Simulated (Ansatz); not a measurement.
# Does disorder add resistance in series? Au(111) layers displaced at 180 K

Two lengths of the disordered region are known. What area resistance does the third give?

How it was computed: Ansatz 0.2.0, plane waves with PAW datasets at their recommended cutoffs (420 eV for most), Fermi-Dirac smearing; ballistic transmission by layer matching. The area resistance is RA = A (h/2e²)(1/T − 1/N), with T the zone-mean transmission per spin and N the lead's channels, both averaged over a few energies near the Fermi level; for magnets each spin is taken apart, with h/e², and the two conduct in parallel. Lateral cell 2x2, PBE, a fresh random draw for each length. Atoms are displaced independently, by 0.0707 Å r.m.s. per direction; each RA is scaled by the nominal over the drawn mean square displacement.

Results; the value marked ? is to be predicted:

```tsv
length (Å)	channels N	RA (fΩ m²)
9.42	3.210	0.0302
18.8	3.210	0.0552
28.3	3.210	?
```

Worked fit:

Ohm's law makes RA linear in the length: the slope is (0.0552 − 0.0302)/(18.8 − 9.42) = 2.66×10⁻³ fΩ m² per Å, or 2.7 µΩ cm. Then 0.0552 + 2.66×10⁻³ × 9.42. Predicted: 0.0802 fΩ m².

Check against the run:

0.0811 fΩ m², so the prediction is 1.1 % too low. The three lengths together give 2.7 µΩ cm. The two increments are 0.025 and 0.026 fΩ m², roughly as Ohm's law has it, though with one draw for each length that is a weak test.

**Limits.** The scatterers repeat sideways with the small cell. The slope is a raw one; a model of isotropic scattering puts it 1.22 times the bulk value over these lengths. Spin-orbit coupling is left out, which matters for Au.

[Logs are printed without paths, hosts, clocks, repeated set-up lines and the standing remarks that a program may print on its own settings, such as how far it seeks lower states.]
